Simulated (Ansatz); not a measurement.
**Quasiparticle gap of MgO (Fm-3m)**

Wanted: the gap of MgO (Fm-3m) with a many-body correction, and the time that it takes.

Main program and level: Ansatz 0.2.0; HSE06, then G0W0 on it, plane waves, PAW.

**Experimental background.**

- Gap 7.83 eV: literature experimental gap; bulk crystal (quoted in “Electronic structure of alkaline earth and post-transition metal oxides”, 2009, arxiv:0908.1581).

**1. The structure**

The structure is cubic, space group Fm-3m (No. 225). Conventional cell: a = 4.194 Å, b = 4.194 Å, c = 4.194 Å, α = 90.00°, β = 90.00°, γ = 90.00°. Nearest to Mg lie 6 O at 2.10 Å. Nearest to O lie 6 Mg at 2.10 Å. Farther neighbours and most contacts between anions are not listed.

Structure file:

```cif
data_structure
_symmetry_space_group_name_H-M 'Fm-3m'
_symmetry_Int_Tables_number 225
_cell_length_a 4.1940
_cell_length_b 4.1940
_cell_length_c 4.1940
_cell_angle_alpha 90.000
_cell_angle_beta 90.000
_cell_angle_gamma 90.000
_cell_volume 73.77
loop_
_atom_site_label
_atom_site_type_symbol
_atom_site_symmetry_multiplicity
_atom_site_Wyckoff_symbol
_atom_site_fract_x
_atom_site_fract_y
_atom_site_fract_z
_atom_site_occupancy
Mg1 Mg 4 a 0.00000 0.00000 0.00000 1
O1 O 4 b 0.50000 0.00000 0.00000 1
```

The cell and positions are those that the Materials Project relaxed with its own functionals (PBE, PBE+U or r2SCAN), kept fixed.

The logs state that the PAW files were generated under PBE.

**2. The starting point: HSE06**

HSE06 mixes in a quarter of exact exchange at short range.

This step: DFT, HSE06, plane waves, PAW; PAW set soft_1.

The input, input.yaml:

```yaml
crystal:
  lattice:
    - [0.0, 2.0970013927, 2.0970013927]
    - [2.0970013927, 0.0, 2.0970013927]
    - [2.0970013927, 2.0970013927, 0.0]
  atoms:
    - { symbol: Mg, position: [0.0, 0.0, 0.0] }
    - { symbol: O, position: [0.5, 0.5, 0.5] }
kpoints:
  mp_grid: { grid: [6, 6, 6] }
  band_path:
    path:
      - [0.0, 0.0, 0.0]
      - [0.5, 0.0, 0.5]
      - [0.625, 0.25, 0.625]
      - [0.375, 0.375, 0.75]
      - [0.5, 0.5, 0.5]
      - [0.5, 0.25, 0.75]
    npoints: 1
hamiltonian:
  xc: hse06
  pseudopotentials: { kind: paw, azcp: { folder: soft_1 } }
scf:
  occupations: { method: fixed }
  n_extra_bands: 4
output:
  eigenvalues: true
```

On the command line:

```sh
> ansatz run input.yaml --threads 4 --pin off --max-ram 138240MiB --backend cuda --events-out ev --progress --plain --runs-dir out --devices 1 --max-vram 26GiB
```

Numbers of over 12 decimals in the logs are rounded to 6 here.

Log:

```text
scf.n_extra_bands = 4 over 8 filled bands (N_el = 16.0): the run solves 12 bands
GPUs: using 1 of 1 available (devices: 1).
Engine: ansatz 0.2.0, x86_64-unknown-linux-gnu
Pseudopotentials: kind: paw
Pseudopotential: Mg, paw, valence charge 10, recommended cutoff 420 eV (normal), soft_1/Mg.paw.azcp
Pseudopotential: O, paw, valence charge 6, recommended cutoff 420 eV (normal), soft_1/O.paw.azcp
Functional definition: HSE06
  parameter a = 0.25
  parameter omega = 0.11/bohr
  exchange = pbe_x - a*pbe_x_sr(omega) + a*exact_x_sr(omega)
  correlation = pbe_c
davidson cushion auto → on  (no smearing: the cushion is to keep the highest requested band from converging to the state above it; pin scf.eigensolver.cushion to override)
device memory: the entry about to start is reckoned to put 0.4 GiB on a device that reports 66.6 GiB free (of which the cap on the GPU budget leaves the run 26.0 GiB)
GPU FFT provider: cuFFT
GPU libraries: cuBLAS 13.8.2, cuFFT 12.4.0, cuSOLVER 12.3.4
Crystal: 2 atoms, lattice volume = 18.443 Å³
Basis set: ecut = 420 eV, 339 PW (Γ)
Bands: 12, of which v1, the nominal top of the filled ones, is band 8 counted from 1 (7 counted from 0)
Symmetry: 48 space group operations
Space group: Fm-3m (ITA 225), of the structure as read, at distance tolerance 2.6e-5 Å
k-points: 16 of 216
Non-local potential: Mg, projectors of the file, l = 0: 3, l = 1: 2, l = 2: 1
Non-local potential: O, projectors of the file, l = 0: 2, l = 1: 2, l = 2: 1
PAW form: soft (Blöchl's): semilocal exchange-correlation on the pseudo side does not see the compensation charge
PAW frozen core: Mg, regenerated for the run's functional, and the local potential with it (the file was generated under x = pbe(κ = 0.804, μ = 0.219515), c = pbe(β = 0.066725))
PAW frozen core: O, regenerated for the run's functional, and the local potential with it (the file was generated under x = pbe(κ = 0.804, μ = 0.219515), c = pbe(β = 0.066725))
PAW one-centre angular grid: Mg, 110 points (default); XC on 96 Gauss nodes
PAW one-centre angular grid: O, 110 points (default); XC on 96 Gauss nodes
Initial density: superposition of atomic densities (chi_scale 0.1, normalization cell, long waves kept (reshape's long-wave potential 0.00 eV rms))
Initial wavefunctions: pseudopotential atomic-orbital guess
GPU buffer pool allocated for 8000 grid points (all kernels)
GPU transforms: local potential and band sums: pruned to the plane-wave sphere, on 20×20×20
Functional: x = pbe(κ = 0.804, μ = 0.219515), c = pbe(β = 0.066725), warm-up for x = pbe(κ = 0.804, μ = 0.219515) + 0.25 (exact − pbe) at short range (hse, ω = 0.207870 Å⁻¹), c = pbe(β = 0.066725); HSE06 as pw.x's `hse` composes it (authors' and Libxc's form: `xc: wpbeh`)
SCF iter   1: F=—  HF=-2494.076662 eV  |F-HF|=—  |Δ(HF+E_count)|=         —  Δρ=7.14e-2  dr2=5.01e-1  ethr=1.00e-1  ⟨swp⟩=5.8  Hψ=676  notcnv=0
preconditioner: auto → none  [insulator: Δε(μ)=4.532 eV  Ē_g=18.572 eV  n_scr=8 (ndim 8)  ℏωp=24.5 eV  f_vac=0.000]
SCF iter   2: F=—  HF=-2494.073677 eV  |F-HF|=—  |Δ(HF+E_count)|=   2.99e-3  Δρ=2.87e-2  dr2=8.11e-2  ethr=3.13e-3  ⟨swp⟩=3.6  Hψ=527  notcnv=0  defer=2
iter 3 solved again at ethr=1.84e-5 eV; its pass at ethr=5.07e-4 eV (dr2=2.94e-3 eV) is discarded
SCF iter   3: F=—  HF=-2494.123925 eV  |F-HF|=—  |Δ(HF+E_count)|=   5.02e-2  Δρ=4.78e-3  dr2=2.89e-3  ethr=1.84e-5  ⟨swp⟩=2.9  Hψ=975  notcnv=0  defer=1
SCF iter   4: F=-2494.126237 eV  HF=-2494.127505 eV  |F-HF|=1.27e-3  |Δ(HF+E_count)|=   3.58e-3  Δρ=3.51e-3  dr2=1.53e-3  ethr=1.80e-5  ⟨swp⟩=3.1  Hψ=575  notcnv=0
SCF 1 stopped early in 4 iterations: F = -2494.126237 eV  dr2 = 1.53e-3
  greatest PAW one-centre occupation: 1.000 electrons in one spin orbital (limit 2), on the Mg atom at site 0 (counted from 0), in its partial waves of l = 0
device memory: the entry about to start is reckoned to put 1.1 GiB on a device that reports 66.6 GiB free (of which the cap on the GPU budget leaves the run 26.0 GiB)
GPU FFT provider: cuFFT
GPU libraries: cuBLAS 13.8.2, cuFFT 12.4.0, cuSOLVER 12.3.4
Initial density: handed on by an earlier stage of this run
Initial wavefunctions: those handed on with the density
GPU buffer pool allocated for 8000 grid points (all kernels)
GPU transforms: local potential and band sums: pruned to the plane-wave sphere, on 20×20×20
Functional: x = pbe(κ = 0.804, μ = 0.219515) + 0.25 (exact − pbe) at short range (hse, ω = 0.207870 Å⁻¹), c = pbe(β = 0.066725); HSE06 as pw.x's `hse` composes it (authors' and Libxc's form: `xc: wpbeh`)
Exchange kernel: α = 0.2500, screened, ω = 0.2079 Å⁻¹, Wigner–Seitz truncation, v(0) = 1038.1552 eV·Å³, q-mesh 6×6×6, nearest image of the exchange supercell L = 17.79 Å, pair-density grid 12×12×12, without the augmentation charges, whose exchange is taken in its separable form by FFT convolution over the k-point mesh (sized by the pseudopotential files, 18×18×18 at the most), smooth part of the exact exchange by density-matrix convolution in up to 856.1 MiB of GPU memory as planned if the GPU has room (build and FFT work areas not counted)
Frozen-core exchange: fock
SCF iter   1: F=—  HF=-2494.346867 eV  |F-HF|=—  |Δ(HF+E_count)|=         —  Δρ=9.52e-3  dr2=5.65e-3  ethr=9.58e-5  ⟨swp⟩=4.2  Hψ=727  notcnv=0
preconditioner: auto → none  [insulator: Δε(μ)=6.547 eV  Ē_g=21.198 eV  n_scr=8 (ndim 8)  ℏωp=24.5 eV  f_vac=0.000]
SCF iter   2: F=—  HF=-2494.344380 eV  |F-HF|=—  |Δ(HF+E_count)|=   2.49e-3  Δρ=2.55e-3  dr2=1.03e-3  ethr=3.21e-5  ⟨swp⟩=2.4  Hψ=455  notcnv=0
SCF iter   3: F=—  HF=-2494.347370 eV  |F-HF|=—  |Δ(HF+E_count)|=   2.99e-3  Δρ=1.22e-3  dr2=1.06e-4  ethr=3.84e-6  ⟨swp⟩=3.0  Hψ=566  notcnv=0
SCF iter   4: F=—  HF=-2494.347330 eV  |F-HF|=—  |Δ(HF+E_count)|=   4.01e-5  Δρ=2.14e-4  dr2=5.43e-6  ethr=5.27e-7  ⟨swp⟩=2.4  Hψ=460  notcnv=0
SCF iter   5: F=-2494.347329 eV  HF=-2494.347329 eV  |F-HF|=1.01e-7  |Δ(HF+E_count)|=   1.06e-6  Δρ=2.12e-5  dr2=1.14e-6  ethr=2.70e-8  ⟨swp⟩=3.0  Hψ=511  notcnv=0
SCF 2 stopped early in 5 iterations: F = -2494.347329 eV  dr2 = 1.14e-6
hybrid outer 1: dexx = +3.586e-3 eV, tail = 3.50e-5 eV
GPU FFT provider: cuFFT
GPU libraries: cuBLAS 13.8.2, cuFFT 12.4.0, cuSOLVER 12.3.4
GPU buffer pool allocated for 8000 grid points (all kernels)
GPU transforms: local potential and band sums: pruned to the plane-wave sphere, on 20×20×20
Exchange kernel: α = 0.2500, screened, ω = 0.2079 Å⁻¹, Wigner–Seitz truncation, v(0) = 1038.1552 eV·Å³, q-mesh 6×6×6, nearest image of the exchange supercell L = 17.79 Å, pair-density grid 12×12×12, without the augmentation charges, whose exchange is taken in its separable form by FFT convolution over the k-point mesh (sized by the pseudopotential files, 18×18×18 at the most), smooth part of the exact exchange by density-matrix convolution in up to 856.1 MiB of GPU memory as planned if the GPU has room (build and FFT work areas not counted)
Frozen-core exchange: fock
SCF iter   1: F=—  HF=-2494.347328 eV  |F-HF|=—  |Δ(HF+E_count)|=         —  Δρ=5.05e-5  dr2=6.16e-7  ethr=1.09e-6  ⟨swp⟩=2.0  Hψ=448  notcnv=0
preconditioner: auto → none  [insulator: Δε(μ)=6.625 eV  Ē_g=21.224 eV  n_scr=8 (ndim 8)  ℏωp=24.5 eV  f_vac=0.000]
iter 2 solved again at ethr=2.89e-11 eV; its pass at ethr=2.76e-9 eV (dr2=4.63e-9 eV) is discarded
SCF iter   2: F=-2494.347328 eV  HF=-2494.347328 eV  |F-HF|=9.84e-9  |Δ(HF+E_count)|=   6.45e-9  Δρ=9.80e-6  dr2=1.78e-8  ethr=2.89e-11  ⟨swp⟩=2.8  Hψ=1123  notcnv=0
SCF 3 converged in 2 iterations: F = -2494.347328 eV  dr2 = 1.78e-8
hybrid outer 2: dexx = +1.471e-7 eV, tail = 5.04e-8 eV, Δε = 2.56e-3 eV (about 2.13e-4 eV left of the loop's levels)
device memory: the entry about to start is reckoned to put 0.3 GiB on a device that reports 66.6 GiB free (of which the cap on the GPU budget leaves the run 26.0 GiB)
NSCF: frozen V_eff on 6 k-points
hybrid SCF converged: 2 outer / 7 inner (+4 warm-up), last move |dexx| = 1.47e-7 eV, tail = 5.04e-8 eV
Stability not checked: this state was not tested for a lower state beside it, because the functional holds exact exchange (a hybrid, or Hartree-Fock), whose exchange loop this test does not read (fock_operator; see scf.lower_state_search)
Free energy (F): -2494.347328 eV
Frozen-core exchange: fock
Harris-Foulkes:  -2494.347328 eV  (|F-HF|=9.84e-9)
Internal energy: -2494.347328 eV  (E = F + TS)
E sigma→0 (E₀):  -2494.347328 eV
Fermi energy:    6.957005 eV
--- Per-component energies (eV) ---
  E_band       = -338.424687
  E_kinetic    = 244.951460
  E_local      = -1685.008922  (includes V_loc(G=0)·N_el)
  E_nonlocal   = 244.882964
  E_hartree    = 559.934177
  E_xc         = -81.320228
  E_vxc        = -103.221794  (∫ρ·V_xc dr)
  E_exx        = -71.543991  (= α·E_x^exact, valence–valence)
  E_paw        = -411.263352  (= ΣΔE_a)
  E_vpaw       = -16.810496  (= ΣTr[D̂ρ^β])
  E_aug_tail   = 0.000760  (compensation charges beyond the density's cutoff)
  E_ewald      = -1294.918655
  E_core_change = -0.061541  (= ΣΔE_core)
  E_smearing   = -0.000000  (= −TS)
  E_closure    = 0.000000  (closes the sum)
  Σ components = -2494.347328   (vs F -2494.347328, Δ=-4.55e-13)
--- Band table (eV; the first three rows and the last of 16) ---
  k-point 0: bands = [... 4 lower, -11.9188, 6.9570, 6.9570, 6.9570, 13.5822, 24.8113, 24.8113, 24.8113]
  k-point 1: bands = [... 4 lower, -11.6043, 5.3894, 6.7646, 6.7646, 15.0404, 22.4443, 25.4345, 25.4345]
  k-point 2: bands = [... 4 lower, -10.9005, 3.0300, 6.4041, 6.4041, 16.5790, 21.5038, 25.7423, 25.7423]
  k-point 15: bands = [... 4 lower, -10.2131, 3.1244, 4.5389, 5.1517, 19.4467, 20.5775, 21.7193, 25.9089]
```

The job ended after 8.2 s (1 × NVIDIA H100 80GB HBM3 (shared by 3 runs) with 4 threads of AMD EPYC 7R13 (Zen 3), shared host; peak memory 0.99 GiB).

Numbers from this step:

- gap: 6.625 eV
- valence top at: Γ
- conduction bottom at: Γ
- least direct gap: 6.625 eV
- exact-exchange fraction: 0.25

Over mesh and listed points the gap is 6.625 eV, direct, at k = Γ.

(Continued in part 2 of 2.)

[Paths, hosts, dates, memory and timing lines, banners, echoed tables and standing remarks are left out of the program output.]

[Logs are printed without paths, hosts, clocks, repeated set-up lines and the standing remarks that a program may print on its own settings, such as how far it seeks lower states.]

[Runs of the session that timed out or met a known fault of the program may be left out.]

[Cells called generated may have been cut or substituted from an entry of the Crystallography Open Database or the Materials Project.]

[Hosts, paths, dates, database ids (printed as entryN), source tags and the programs' standing remarks are cut or masked in the printed files.]

[Where an RPA ε∞ is given, it is that of the G0W0 mesh and is not shown converged in it. Names of k-points follow the symmetry that the program found, which can be lower than the space group named. Band edges on a path are those of the sampled points; other points can move an edge, and change direct to indirect where valleys lie close.]

[Hybrid gaps are those of their k-mesh and are not shown converged in it.]
